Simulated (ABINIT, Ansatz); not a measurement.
# Lattice dynamics of Rhodium (Fm-3m) in two programs, part 4 of 4

Aim: the phonon dispersion of Rhodium (Fm-3m), checked by a second program.

ABINIT 10.8.3; DFT PBE, scalar-relativistic, plane waves, PseudoDojo norm-conserving pseudopotentials.

So far, highest frequency (cm⁻¹): step 7 (dispersion) 233.

The database entry behind the starting cell differs from later determinations by our own check (an axis about 0.2 % short against later determinations), so it need not match the best structure at ambient conditions.

**9. Cross-check with Ansatz**

A second program on the same cell, potentials, cutoff and meshes tests the implementation of the phonon response, not its convergence.

This step: DFT PBE, scalar-relativistic, plane waves, PseudoDojo norm-conserving pseudopotentials (Ansatz 0.2.0).

Input file input.yaml:

```yaml
crystal:
  lattice:
    - [0.0, 1.9166720513, 1.9166720513]
    - [1.9166720513, 0.0, 1.9166720513]
    - [1.9166720513, 1.9166720513, 0.0]
  atoms:
    - { symbol: Rh, position: [0.0, 0.0, 0.0] }
kpoints:
  mp_grid: { grid: [12, 12, 12] }
hamiltonian:
  xc: pbe
  pseudopotentials: { kind: nc, accuracy: standard }
scf:
  occupations: { method: gaussian, width: 0.27211 }
output:
  eigenvalues: true
basis:
  ecutwfc: 1088.455
phonons:
  method: dfpt
  qmesh: [4, 4, 4]
  temperatures: { t_max: 1000, t_step: 50 }
  qpath:
    path:
      - [[0.0, 0.0, 0.0], [0.5, 0.0, 0.5], [0.625, 0.25, 0.625]]
      - [[0.375, 0.375, 0.75], [0.0, 0.0, 0.0], [0.5, 0.5, 0.5], [0.5, 0.25, 0.75], [0.5, 0.0, 0.5]]
    npoints: 10
  electrical_resistivity: { temperatures: [77, 300], mesh: [24, 24, 24] }
```

Run with:

```sh
> ansatz run input.yaml --threads 8 --pin off --max-ram 16384MiB --backend cpu --events-out ev --progress --plain --runs-dir out
```

Numbers of over 12 decimals in the logs are rounded to 6 here.

The program printed:

```text
Warning: basis.ecutwfc = 1088.455 eV is below the records' recommended 1197.300995 eV, and the density's cutoff is lower with it unless basis.ecutrho_ratio is high enough to keep the records' density cutoff: compare with a run at a higher cutoff
Engine: ansatz 0.2.0, aarch64-unknown-linux-gnu
Pseudopotentials: kind: nc
Pseudopotential: Rh, nc, valence charge 17, recommended cutoff 1197.300995 eV (normal), Rh.nc.azcp (PseudoDojo's, or run here from an input of PseudoDojo's; its table is named by hamiltonian.pseudopotentials.accuracy)
Functional definition: PBE
  parameter kappa = 0.804
  parameter beta = 0.066725
  exchange = pbe_x(kappa = kappa, mu = beta*pi^2/3)
  correlation = pbe_c(beta = beta)
Crystal: 1 atoms, lattice volume = 14.082 Å³
Basis set: ecut = 1088.455 eV, 1139 PW (Γ), exchange–correlation on 60×60×60 points (8 copies of the dense FFT grid, shifted against one another)
Bands: 13, of which v1, the nominal top of the filled ones, is band 9 counted from 1 (8 counted from 0)
Symmetry: 48 space group operations
k-points: 72 of 1728
Non-local potential: Rh, projectors of the file, l = 0: 2, l = 1: 2, l = 2: 2
Initial density: superposition of atomic densities (chi_scale 0.1, normalization cell)
Initial wavefunctions: pseudopotential atomic-orbital guess
Functional: x = pbe(κ = 0.804, μ = 0.219515), c = pbe(β = 0.066725)
SCF iter   1: F=—  HF=-3192.088363 eV  |F-HF|=—  |Δ(HF+E_count)|=         —  Δρ=1.14e-1  dr2=1.61e0  ethr=3.10e-3  ⟨swp⟩=5.8  Hψ=5821  notcnv=0
preconditioner: auto → none  [metal: Δε(μ)=0.032 eV  Ē_g=13.553 eV  σ=0.272 eV  W_gap=0.07  n_scr=0 (ndim 8)  ℏωp=29.7 eV  f_vac=0.000  D(μ)=1.01/eV (n_scr^D=14)]
SCF iter   2: F=—  HF=-3191.663851 eV  |F-HF|=—  |Δ(HF+E_count)|=   4.25e-1  Δρ=4.51e-2  dr2=1.40e-1  ethr=3.10e-3  ⟨swp⟩=2.8  Hψ=2513  notcnv=0
SCF iter   3: F=—  HF=-3191.619665 eV  |F-HF|=—  |Δ(HF+E_count)|=   4.42e-2  Δρ=1.50e-2  dr2=8.85e-3  ethr=8.26e-4  ⟨swp⟩=2.1  Hψ=1735  notcnv=0
SCF iter   4: F=—  HF=-3191.618604 eV  |F-HF|=—  |Δ(HF+E_count)|=   1.06e-3  Δρ=1.64e-3  dr2=9.57e-5  ethr=5.21e-5  ⟨swp⟩=1.1  Hψ=953  notcnv=0
SCF iter   5: F=—  HF=-3191.618605 eV  |F-HF|=—  |Δ(HF+E_count)|=   1.47e-6  Δρ=1.58e-4  dr2=1.67e-6  ethr=5.63e-7  ⟨swp⟩=2.7  Hψ=1654  notcnv=0
SCF iter   6: F=—  HF=-3191.618602 eV  |F-HF|=—  |Δ(HF+E_count)|=   2.90e-6  Δρ=3.15e-5  dr2=1.60e-8  ethr=9.85e-9  ⟨swp⟩=2.6  Hψ=1464  notcnv=0
SCF iter   7: F=—  HF=-3191.618602 eV  |F-HF|=—  |Δ(HF+E_count)|=   8.43e-9  Δρ=2.14e-6  dr2=4.50e-10  ethr=9.40e-11  ⟨swp⟩=2.4  Hψ=1538  notcnv=0
SCF iter   8: F=-3191.618602 eV  HF=-3191.618602 eV  |F-HF|=5.00e-12  |Δ(HF+E_count)|=  5.59e-11  Δρ=2.33e-7  dr2=5.96e-12  ethr=1.00e-12  ⟨swp⟩=7.5  Hψ=6688  notcnv=0
SCF 1 converged in 8 iterations: F = -3191.618602 eV  dr2 = 5.96e-12
NSCF: frozen V_eff on 72 k-points
WARN: eigensolver did not converge in 9 slots of this pass, the one above among them; of largest residual over every band (k=26): 1 band(s) unlocked (lowest unlocked band 12, counted from 0; max residual 2.55e-3 eV among the unlocked bands, 2.55e-3 eV over every band); of lowest unlocked band (k=3): band 12
NSCF: frozen V_eff on 163 k-points
DFPT response loops at q = (0, 0, 0) (fractional): preconditioner auto → Kerker (q_TF=auto, 2.815 Å⁻¹) (partly filled bands, converged f_vac=0.000); β = 1.00, the filter's whole step (`scf.mixing.beta` (0.50) is not read by the response loops under this deck's `scf.mixing.preconditioner`; to damp them name `kerker` or `kerker_dos`, under which they read `scf.mixing.beta`, and type it under 1.00, their step now; both keys bind the ground state too); Broyden in place of MSR1
NSCF: frozen V_eff on 1872 k-points
DFPT response loops at q = (0, 0, 0.25) (fractional): mixed as the last ones told, above
NSCF: frozen V_eff on 952 k-points
DFPT response loops at q = (0, 0, -0.5) (fractional): mixed as the last ones told, above
NSCF: frozen V_eff on 1020 k-points
DFPT response loops at q = (0, 0.25, 0.25) (fractional): mixed as the last ones told, above
NSCF: frozen V_eff on 3456 k-points
DFPT response loops at q = (0, 0.25, -0.5) (fractional): mixed as the last ones told, above
NSCF: frozen V_eff on 1872 k-points
DFPT response loops at q = (0, 0.25, -0.25) (fractional): mixed as the last ones told, above
NSCF: frozen V_eff on 560 k-points
DFPT response loops at q = (0, -0.5, -0.5) (fractional): mixed as the last ones told, above
NSCF: frozen V_eff on 1020 k-points
DFPT response loops at q = (0.25, -0.5, -0.25) (fractional): mixed as the last ones told, above
SCF iter   1: F=—  HF=-3192.088363 eV  |F-HF|=—  |Δ(HF+E_count)|=         —  Δρ=1.14e-1  dr2=1.61e0  ethr=3.10e-3  ⟨swp⟩=5.8  Hψ=5821  notcnv=0
SCF iter   2: F=—  HF=-3191.663851 eV  |F-HF|=—  |Δ(HF+E_count)|=   4.25e-1  Δρ=4.51e-2  dr2=1.40e-1  ethr=3.10e-3  ⟨swp⟩=2.8  Hψ=2513  notcnv=0
SCF iter   3: F=—  HF=-3191.619665 eV  |F-HF|=—  |Δ(HF+E_count)|=   4.42e-2  Δρ=1.50e-2  dr2=8.85e-3  ethr=8.26e-4  ⟨swp⟩=2.1  Hψ=1735  notcnv=0
SCF iter   4: F=—  HF=-3191.618604 eV  |F-HF|=—  |Δ(HF+E_count)|=   1.06e-3  Δρ=1.64e-3  dr2=9.57e-5  ethr=5.21e-5  ⟨swp⟩=1.1  Hψ=953  notcnv=0
SCF iter   5: F=—  HF=-3191.618605 eV  |F-HF|=—  |Δ(HF+E_count)|=   1.47e-6  Δρ=1.58e-4  dr2=1.67e-6  ethr=5.63e-7  ⟨swp⟩=2.7  Hψ=1654  notcnv=0
SCF iter   6: F=—  HF=-3191.618602 eV  |F-HF|=—  |Δ(HF+E_count)|=   2.90e-6  Δρ=3.15e-5  dr2=1.60e-8  ethr=9.85e-9  ⟨swp⟩=2.6  Hψ=1464  notcnv=0
SCF iter   7: F=—  HF=-3191.618602 eV  |F-HF|=—  |Δ(HF+E_count)|=   8.43e-9  Δρ=2.14e-6  dr2=4.50e-10  ethr=9.40e-11  ⟨swp⟩=2.4  Hψ=1538  notcnv=0
SCF iter   8: F=-3191.618602 eV  HF=-3191.618602 eV  |F-HF|=5.46e-12  |Δ(HF+E_count)|=  5.59e-11  Δρ=2.32e-7  dr2=5.92e-12  ethr=1.00e-12  ⟨swp⟩=2.6  Hψ=3496  notcnv=0
SCF 2 converged in 8 iterations: F = -3191.618602 eV  dr2 = 5.92e-12
NSCF: frozen V_eff on 72 k-points
NSCF: frozen V_eff on 145 k-points
[...]
SCF converged after 8 iterations
Free energy (F): -3191.618602 eV
Harris-Foulkes:  -3191.618602 eV  (|F-HF|=5.00e-12)
Internal energy: -3191.569901 eV  (E = F + TS)
E sigma→0 (E₀):  -3191.594251 eV
Entropy (-TS):   -0.048702 eV (-48.702 meV/atom)
Fermi energy:    21.955420 eV
--- Per-component energies (eV) ---
  E_band       = -91.014559
  E_kinetic    = 1054.724786
  E_local      = -1961.326691  (includes V_loc(G=0)·N_el)
  E_nonlocal   = 194.459271
  E_hartree    = 523.862971
  E_xc         = -514.615629
  E_vxc        = -426.597759  (∫ρ·V_xc dr)
  E_ewald      = -2488.674607
  E_smearing   = -0.048702  (= −TS)
  E_closure    = -0.000000  (closes the sum)
  Σ components = -3191.618602   (vs F -3191.618602, Δ=0.00e0)
--- Band table (eV; the first three rows and the last of 72) ---
  k-point 0: bands = [... 5 lower, 19.0070, 19.0070, 19.0070, 21.0164, 21.0164, 38.1520, 43.4336, 43.4336]
  k-point 1: bands = [... 5 lower, 18.8936, 19.1094, 19.1094, 20.9627, 20.9627, 38.5174, 42.0320, 43.8105]
  k-point 2: bands = [... 5 lower, 18.6906, 19.3167, 19.3167, 20.9192, 20.9192, 39.1641, 39.7428, 44.8440]
  k-point 71: bands = [... 5 lower, 18.3055, 18.3055, 20.8217, 22.9218, 31.4341, 31.4341, 33.0396, 34.4040]
--- Phonons (Γ-DFPT): 1 representative perturbation + reference (Σ response iterations 4) ---
  ASR residual: 4.373e-4 → 0.000e0 eV/Å²; symmetrization residual: 1.084e-19 eV/Å²
  ASR residual per site (eV/Å²): 4.37e-4
  Γ frequencies (cm⁻¹): 0.00 0.00 0.00
--- Phonons (arbitrary-q DFPT): 8 irreducible q on the 4×4×4 mesh ---
  q = [0.0000, 0.0000, 0.0000] (star 1, of the zone-centre solve; hermiticity 1.15e-25, symmetrization 7.44e-16): 0.00 0.00 0.00
  q = [0.0000, 0.0000, 0.2500] (star 8, 1 solved perturbation on 936 of 1728 k-point pairs; hermiticity 6.63e-14, symmetrization 3.54e-13, the responses' own estimated error 3.5e-7 eV/Å²): 95.34 95.34 190.35
  q = [0.0000, 0.0000, -0.5000] (star 4, 1 solved perturbation on 476 of 1728 k-point pairs; hermiticity 8.02e-14, symmetrization 3.14e-13, the responses' own estimated error 3.0e-7 eV/Å²): 133.56 133.56 232.88
  q = [0.0000, 0.2500, 0.2500] (star 6, 2 solved perturbations in 804 linear systems a pass and spin channel, the states on 510 of 1728 k-point pairs; hermiticity 1.92e-13, symmetrization 1.30e-13, the responses' own estimated error 3.3e-7 eV/Å²): 129.95 129.95 199.49
  q = [0.0000, 0.2500, -0.5000] (star 24, 2 solved perturbations in 2664 linear systems a pass and spin channel, the states on 1728 of 1728 k-point pairs; hermiticity 4.78e-11, symmetrization 1.23e-13, the responses' own estimated error 3.3e-7 eV/Å²): 156.85 170.87 217.22
  q = [0.0000, 0.2500, -0.2500] (star 12, 2 solved perturbations in 1446 linear systems a pass and spin channel, the states on 936 of 1728 k-point pairs; hermiticity 4.43e-14, symmetrization 1.88e-13, the responses' own estimated error 3.4e-7 eV/Å²): 134.74 162.66 215.39
  q = [0.0000, -0.5000, -0.5000] (star 3, 2 solved perturbations in 443 linear systems a pass and spin channel, the states on 280 of 1728 k-point pairs; hermiticity 2.42e-13, symmetrization 1.08e-13, the responses' own estimated error 3.2e-7 eV/Å²): 178.10 178.10 224.01
  q = [0.2500, -0.5000, -0.2500] (star 6, 2 solved perturbations in 772 linear systems a pass and spin channel, the states on 510 of 1728 k-point pairs; hermiticity 3.09e-14, symmetrization 1.77e-13, the responses' own estimated error 3.7e-7 eV/Å²): 177.15 194.49 194.49
  sum rule: each row above includes the acoustic sum rule's correction from the zone centre's row sums; it moved no ω² by more than (1.07 cm⁻¹)²
  mesh force constants: q→R imaginary residual 0.00e0; ASR residual 4.373e-4 → 0.000e0 eV/Å²; symmetrization residual 2.442e-15 eV/Å²
  interpolated dispersion: 62 rows × 3 modes
  density of states and harmonic sums: on the 28×28×28 q-mesh, interpolated from the force constants of a 4×4×4 supercell (no non-analytic term)
  largest difference from the sums on the solved wave vectors: F 1.08e-2 eV, S 1.48e-5 and C_V 4.03e-6 eV/K
  zero-point energy: 0.031290 eV/cell   skipped modes (ω ≤ 0): 3   left out of the sums: 4.56e-5 of the cell's modes: C_V's classical limit lies that fraction below 3 k_B per atom; for a crystal, a wire or a layer, F and S can be off by more, and a phonons.interpolated_qmesh denser along its periods is the remedy for the sampling
--- Electrical resistivity: potentials and phonons of a 4×4×4 supercell ---
  scattering by harmonic phonons alone, with no dipole-dipole term; scattering by other electrons, impurities, surfaces and spin disorder is left out, and so is spin–orbit coupling
  the resistivity is that of a variational response, whose dependence on the energy is improved iteratively
  at the Fermi level of each mesh (of a tensor a third of its trace):
           mesh   spin    states/(eV spin)  plasma energy (eV)         λ      λ_tr    ħω_log (meV)
       24×24×24                     0.6651              9.5903    0.3867    0.4206          20.671
       12×12×12                     0.6775              9.1636    0.3850    0.4453          20.699
          6×6×6                     0.7112              9.3073    0.4755    0.5896          20.926
  resistivity on the deck's mesh, µΩ·cm:
     T (K)       trace/3  mesh converged            xx            yy            zz    lowest order   relaxation time
     77.00     5.1971e-1              no     5.1971e-1     5.1971e-1     5.1971e-1       6.6178e-1         5.0877e-1
    300.00      5.0528e0              no      5.0528e0      5.0528e0      5.0528e0        5.2526e0          4.8821e0
  mean free path at 77 K (of a tensor a third of its trace): 81.4 nm by what each carries, 65.7 by the Fermi surface alone
  Hall coefficient in a weak field at 77 K (a third of the trace): 6.592e-11 m³/C (as a tensor it moves by 1.6 % between the two finest meshes); by each state's relaxation time: 5.217e-11 m³/C; by a constant relaxation time: 6.606e-11 m³/C
  mean free path at 300 K (of a tensor a third of its trace): 7.47 nm by what each carries, 6.76 by the Fermi surface alone
  Hall coefficient in a weak field at 300 K (a third of the trace): 7.271e-11 m³/C (as a tensor it moves by 4.4 % between the two finest meshes); by each state's relaxation time: 4.971e-11 m³/C; by a constant relaxation time: 6.651e-11 m³/C
  the resistivity times a path that all electrons share, by the Fermi surface of the deck's mesh alone (a third of the trace): 3.414e-16 Ω·m²
  not converged in the mesh (λ_tr; the resistivity at 77 K by 12.41 %; the resistivity at 300 K by 13.27 %): between neighbouring meshes, the two finest first, λ moves by 0.43 % and 23.51 %, λ_tr by 5.87 % and 32.40 % and the resistivity by up to 13.27 % and 28.44 %; an estimate, no bound, puts it up to 8.0e-8 % above the Boltzmann equation's exact value after up to 4 iterations (at most 30 are made, fewer where the estimate is under 1.0e-6 % of each spin channel's own resistivity)
  vibrations of 64 cells: unjudged by the run; compare a larger repeat
  the changes of the potential over all sites missed a rigid shift's by 0.00 % (the site terms' by 0.00 %)
  at the force constants' own smearing the fine mesh and the k-points of their solves give squared frequencies that differ by 2.7 % of the larger at the most, at (0, 0.25, -0.5)
```

It took 1.9 min on 8 threads of Arm Neoverse V1, shared host; peak memory 2.4 GiB.

Read from the output:

| Property | Result |
| --- | --- |
| sum-rule residual before enforcement | 4.37e-4 eV/Å² |
| mean frequency | 168.3 cm⁻¹ |
| Debye temperature (second moment) | 321 K |
| logarithmic mean frequency | 162.7 cm⁻¹ |
| lowest mode on the q mesh (acoustic ones at the zone centre apart) | 95.34 cm⁻¹ |
| vibrational entropy at 300 K | 31.84 J/(mol atoms K) |

**10. The two compared: ABINIT PseudoDojo and Ansatz, PseudoDojo**

Worked out from the results:

| Quantity | Value |
| --- | --- |
| root-mean-square difference | 0.13 cm⁻¹ |
| largest difference | 0.2 cm⁻¹ |
| root-mean-square difference on the path | 0.1 cm⁻¹ |
| largest difference on the path | 0.1 cm⁻¹ |

The 12 of 21 modes that differ most. Frequencies side by side:

```tsv
q (reciprocal lattice)	mode	ABINIT PseudoDojo (cm⁻¹)	Ansatz, PseudoDojo (cm⁻¹)
0.25 0 0	1	95.54	95.34
0.25 0 0	2	95.54	95.34
0.5 0 0	1	133.7	133.6
0.5 0 0	2	133.7	133.6
0.25 0.25 0	1	130.1	129.9
0.25 0.25 0	2	130.1	129.9
0.5 0.25 0	1	157	156.8
0.5 0.25 0	3	217.3	217.2
-0.25 0.25 0	1	134.9	134.7
-0.25 0.25 0	2	162.8	162.7
0.5 0.5 0	1	178.2	178.1
0.5 0.5 0	2	178.2	178.1
```

The interpolated bands of the two lie on top of each other.

At the solved wavevectors the largest difference (acoustic modes at Γ apart) is 0.09 % of the highest mode.

**11. Outcome**

| Quantity | Value |
| --- | --- |
| space group after relaxation | Fm-3m |
| volume per atom | 14.1 Å³ |
| q mesh | 4×4×4 |
| lowest mode on the q mesh (acoustic ones at the zone centre apart) | 95.5 cm⁻¹ |
| zero-point energy per atom | 31.3 meV |
| heat capacity at 300 K | 23.6 J/(mol atoms K) |
| vibrational entropy at 300 K | 31.8 J/(mol atoms K) |
| imaginary modes on the q mesh | none |
| largest difference from Ansatz, PseudoDojo | 0.2 cm⁻¹ |

**Reading.** Rhodium (Fm-3m) is dynamically stable on the 4×4×4 mesh; its spectrum reaches 233 cm⁻¹. The base run prints -1.2 GPa, mostly the error of a finite basis; the relaxation, with a smoothed and higher cutoff, had brought the cell to rest. ABINIT PseudoDojo and Ansatz, PseudoDojo agree to 0.20 cm⁻¹ (0.09 % of the highest mode compared) on all solved modes but the acoustic ones at Γ. These are harmonic frequencies at zero temperature: anharmonic shifts and linewidths and thermal expansion are left out. In a metal the frequencies hang on the k mesh and the smearing, most of all near Kohn anomalies. Ansatz warns that the cutoff lies 9 % under the one recommended for these files; agreement at one cutoff is not convergence. Electron-phonon sums were run after this but are left out, since no second program bore their λ out within 30 %; a λ that a log prints is not taken as a result.

[Host names and launcher messages were left out of these logs when they were recorded.]

[Logs are printed without paths, hosts, clocks, repeated set-up lines and the standing remarks that a program may print on its own settings, such as how far it seeks lower states.]

[Hosts, paths, dates, database ids (printed as entryN), source tags and the programs' standing remarks are cut or masked in the printed files.]
